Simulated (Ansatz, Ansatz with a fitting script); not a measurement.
Planning a run of Ansatz 0.2.0 on MgS (F-43m). The input:

```yaml
crystal:
  lattice:
    - [0.0, 2.8235328373, 2.8235328373]
    - [2.8235328373, 0.0, 2.8235328373]
    - [2.8235328373, 2.8235328373, 0.0]
  atoms:
    - { symbol: Mg, position: [0.0, 0.0, 0.0] }
    - { symbol: S, position: [0.75, 0.75, 0.75] }
kpoints:
  mp_grid: { grid: [5, 5, 5] }
hamiltonian:
  xc: lda
  pseudopotentials: { kind: paw, source: ansatz, frozen_core: stored }
scf:
  occupations: { method: fixed }
  convergence: { dr2_threshold: 1.0e-09 }
output:
  embedding: [{ level: hf }]
basis:
  ecutwfc: 1000
```

```sh
ansatz run input.yaml --threads 8 --pin off --max-ram 18432MiB --backend cpu --events-out ev --progress --plain --runs-dir out
```

Q: Estimate wall time and host memory on 8 threads of Arm Neoverse V2, shared host.

It took 32 s; on shared hardware allow 16 s to 64 s. Peak host memory was 4.2 GiB.

[Paths, hosts, dates, memory and timing lines, banners, echoed tables and standing remarks are left out of the program output.]

[Logs are printed without paths, hosts, clocks, repeated set-up lines and the standing remarks that a program may print on its own settings, such as how far it seeks lower states.]

[Runs of the session that timed out or met a known fault of the program may be left out.]

[Hosts, paths, dates, database ids (printed as entryN), source tags and the programs' standing remarks are cut or masked in the printed files.]
